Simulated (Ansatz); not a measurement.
**(AlAs)2(GaP)1 [001] superlattice, started as zinc blende: relaxing the cell for a phonon run**

Task: relax (AlAs)2(GaP)1 [001] superlattice, started as zinc blende tightly.

Main program and level: Ansatz 0.2.0; DFT PBE, scalar-relativistic, plane waves, PAW.

Most raw output is cut from this account.

The structure was built from a prototype and need not be the compound's stable phase.

## 1. The structure

Symmetry: Imm2, No. 44, orthorhombic system. Conventional cell: a = 3.953 Å, b = 3.953 Å, c = 16.770 Å, α = 90.00°, β = 90.00°, γ = 90.00°. Nearest to Al lie 2 As at 2.42 Å and 2 P at 2.42 Å. Nearest to Al lie 4 As at 2.42 Å. Nearest to As lie 4 Al at 2.42 Å. Nearest to As lie 2 Al at 2.42 Å and 2 Ga at 2.42 Å. Nearest to Ga lie 2 P at 2.42 Å and 2 As at 2.42 Å. Nearest to P lie 2 Ga at 2.42 Å and 2 Al at 2.42 Å. Farther neighbours are not listed.

## 2. Probe on a coarse mesh

A quick single point on a coarse mesh tells whether the cell has a gap and how far it is from rest, which sets the k mesh and smearing that follow.

input.yaml reads:

```yaml
crystal:
  lattice:
    - [2.795, 2.795, 0.0]
    - [-2.795, 2.795, 0.0]
    - [2.795, 0.0, 8.385]
  atoms:
    - { symbol: Al, position: [0.0, 0.0, 0.0] }
    - { symbol: Al, position: [0.333333, 0.666667, 0.333333] }
    - { symbol: As, position: [0.416667, 0.083333, 0.166667] }
    - { symbol: As, position: [0.75, 0.75, 0.5] }
    - { symbol: Ga, position: [0.666667, 0.333333, 0.666667] }
    - { symbol: P, position: [0.083333, 0.416667, 0.833333] }
kpoints:
  mp_grid: { grid: [6, 6, 6] }
hamiltonian:
  xc: pbe
scf:
  occupations: { method: gaussian, width: 0.1 }
output:
  forces: true
  stress: true
  eigenvalues: true
```

Command:

```console
$ ansatz run input.yaml --threads 8 --pin off --max-ram 14336MiB --backend cpu --events-out ev --progress --plain --runs-dir out
```

It took 3.4 s on 8 threads of Arm Neoverse V1, shared host; peak memory 0.54 GiB.

This step gave:

* pressure: 2.823 GPa
* gap on the k-mesh: 1.488 eV
* volume per atom: 21.83 Å³
* direct gap on mesh: 1.572 eV

The coarse mesh shows a gap of 1.49 eV and a pressure of 2.8 GPa.

## 3. Rough relaxation

A rough relaxation comes first, because large forces or stress need no tight tolerances yet.

Edit input.yaml of step 2 so:

```diff
@@ -22 +22,6 @@
   eigenvalues: true
+relax:
+  adjacent_minimum: "off"
+  f_tol: 0.05
+  max_steps: 80
+  cell: { stress_tol: 0.5 }
```

Run time: 13 s. Hardware: 8 threads; peak memory 0.6 GiB; 99 s of CPU time.

Relaxation path:

```
step  energy less that of the first step (eV)  largest force component (eV/Å)  pressure (GPa)  volume (Å³)
   1                                   0.0000                          0.8128            2.82       131.01
   2                                  -0.0896                          0.0934            0.30       135.14
   3                                  -0.0913                          0.0278            0.10       135.54
  4*                                  -0.0923                          0.0277            0.11       135.54
```

Relaxation steps marked * repeat the geometry before them on a plane-wave basis chosen anew for their cell, so energy and pressure can jump there.

The run keeps the 4 symmetry operations that it works with, so distortions that break them were not tested.

```
conventional cell, symmetrised  before   after  change
                         a (Å)   3.953   3.999  +1.2 %
                         b (Å)   3.953   4.001  +1.2 %
                         c (Å)  16.770  16.940  +1.0 %
              volume (Å³/atom)   21.83   22.59  +3.5 %
```

The atoms that moved most (Å, as changes of fractional coordinates times the final cell):

```
atom     dx     dy      dz  length
 Ga5  0.000  0.000   0.071   0.071
 Al1  0.000  0.000  -0.068   0.068
 As3  0.000  0.000  -0.036   0.036
 As4  0.000  0.000   0.026   0.026
  P6  0.000  0.000   0.011   0.011
```

The relaxed structure:

```xyz
6
Lattice="2.8292 2.8292 0.0000 -2.8280 2.8280 0.0000 2.8286 0.0006 8.4700" Properties=species:S:1:pos:R:3 pbc="T T T"
Al    0.0000    0.0000   -0.0683
Al    0.0006    2.8286    2.8202
As    1.4146    1.4146    1.3753
As    1.4152    4.2432    4.2610
Ga    2.8292    2.8292    5.7177
P     1.4146    1.4146    7.0691
```

This step gave:

* pressure: 0.1080 GPa
* gap on the k-mesh: 1.417 eV
* volume per atom: 22.59 Å³
* direct gap on mesh: 1.417 eV

In this step the volume went from 21.83 to 22.59 Å³/atom.

## 4. Bringing the structure to rest

The cell and atoms are relaxed, since residual forces and stress would shift the frequencies.

input.yaml reads:

```yaml
crystal:
  lattice:
    - [2.8292276922, 2.8292276922, 0.0]
    - [-2.8280322121, 2.8280322121, 0.0]
    - [2.8286299521, 0.00059774, 8.4700200275]
  atoms:
    - { symbol: Al, position: [0.0040324609, -0.0040324609, -0.0080649218] }
    - { symbol: Al, position: [0.3335185262, 0.6664814738, 0.3329629477] }
    - { symbol: As, position: [0.4188148464, 0.0811851536, 0.1623703071] }
    - { symbol: As, position: [0.7484634994, 0.7515365006, 0.5030730013] }
    - { symbol: Ga, position: [0.6624715809, 0.3375284191, 0.6750568383] }
    - { symbol: P, position: [0.0826990863, 0.4173009137, 0.8346018275] }
kpoints:
  mp_grid: { grid: [6, 6, 6] }
hamiltonian:
  xc: pbe
scf:
  occupations: { method: gaussian, width: 0.02 }
output:
  forces: true
  stress: true
  eigenvalues: true
relax:
  adjacent_minimum: "off"
  f_tol: 0.005
  max_steps: 80
  cell: { stress_tol: 0.05 }
```

The job ended after 10 s (8 threads; peak memory 0.61 GiB; 74 s of CPU time).

Little changed from the start: no atom moved by 0.005 Å and no cell edge by 0.1 %.

Numbers from this step:

- pressure: 0.02001 GPa
- gap on the k-mesh: 1.418 eV
- volume per atom: 22.62 Å³
- direct gap on mesh: 1.418 eV

In this step the volume went from 22.59 to 22.62 Å³/atom.

## 5. Tight relaxation

Phonons need a cell at rest on their own settings, so the relaxation is repeated with tight tolerances on forces and stress on the k mesh and occupations of the first response run.

input.yaml reads:

```yaml
crystal:
  lattice:
    - [2.830116956, 2.830116956, 0.0]
    - [-2.8297728921, 2.8297728921, 0.0]
    - [2.829944924, 0.0001720319, 8.472880969]
  atoms:
    - { symbol: Al, position: [0.0039773499, -0.0039773499, -0.0079546997] }
    - { symbol: Al, position: [0.3334884842, 0.6665115158, 0.3330230316] }
    - { symbol: As, position: [0.4187362574, 0.0812637426, 0.1625274852] }
    - { symbol: As, position: [0.7484785036, 0.7515214964, 0.5030429929] }
    - { symbol: Ga, position: [0.6626234781, 0.3373765219, 0.6747530439] }
    - { symbol: P, position: [0.0826959268, 0.4173040732, 0.8346081463] }
kpoints:
  mp_grid: { grid: [8, 8, 8] }
hamiltonian:
  xc: pbe
scf:
  occupations: { method: fixed }
output:
  forces: true
  stress: true
  eigenvalues: true
relax:
  adjacent_minimum: "off"
  f_tol: 0.001
  max_steps: 60
  cell: { stress_tol: 0.01 }
```

Wall time 26 s (8 threads); peak memory 0.74 GiB; 3.3 min of CPU time.

The steps of the relaxation:

```
step  energy less that of the first step (eV)  largest force component (eV/Å)  pressure (GPa)  volume (Å³)
   1                                   0.0000                          0.0031            0.02       135.71
   2                                  -0.0001                          0.0017            0.00       135.74
   3                                  -0.0001                          0.0004            0.00       135.74
  4*                                  -0.0001                          0.0004            0.00       135.74
```

Relaxation steps marked * repeat the geometry before them on a plane-wave basis chosen anew for their cell, so energy and pressure can jump there.

The run keeps the 4 symmetry operations that it works with, so distortions that break them were not tested.

```
conventional cell, symmetrised  before   after  change
                         a (Å)   4.002   3.999  -0.1 %
                         b (Å)   4.002   4.001  -0.0 %
                         c (Å)  16.946  16.967  +0.1 %
              volume (Å³/atom)   22.62   22.62  +0.0 %
```

Final coordinates:

```xyz
6
Lattice="2.8289 2.8289 0.0000 -2.8280 2.8280 0.0000 2.8285 0.0004 8.4837" Properties=species:S:1:pos:R:3 pbc="T T T"
Al    0.0000    0.0000   -0.0674
Al    0.0004    2.8285    2.8252
As    1.4144    1.4144    1.3786
As    1.4149    4.2429    4.2678
Ga    2.8289    2.8289    5.7246
P     1.4144    1.4144    7.0806
```

This step gave:

```
pressure : 2.53e-4 GPa
```

The largest force component left is 0.37 meV/Å and the pressure is 0.000 GPa, within the tolerances set. The cell now holds 22.62 Å³/atom.

## 6. What came out

```json
{"space group after relaxation (within 0.01 Å)": "Imm2", "lattice constant a": "3.999 Å", "lattice constant b": "4.001 Å", "lattice constant c": "16.967 Å", "volume per atom": "22.6 Å³", "gap on the k-mesh": "1.42 eV"}
```

In words: The largest force component left is 0.37 meV/Å and the pressure is 0.000 GPa, within the tolerances set. The cell now holds 22.62 Å³/atom. The relaxation keeps the symmetry of its start, so it says nothing on stability against lower symmetry. The starting cell was built on a prototype and not taken from a measurement, so the phase need not exist.

[Logs are printed without paths, hosts, clocks, repeated set-up lines and the standing remarks that a program may print on its own settings, such as how far it seeks lower states.]

[Hosts, paths, dates, database ids (printed as entryN), source tags and the programs' standing remarks are cut or masked in the printed files.]
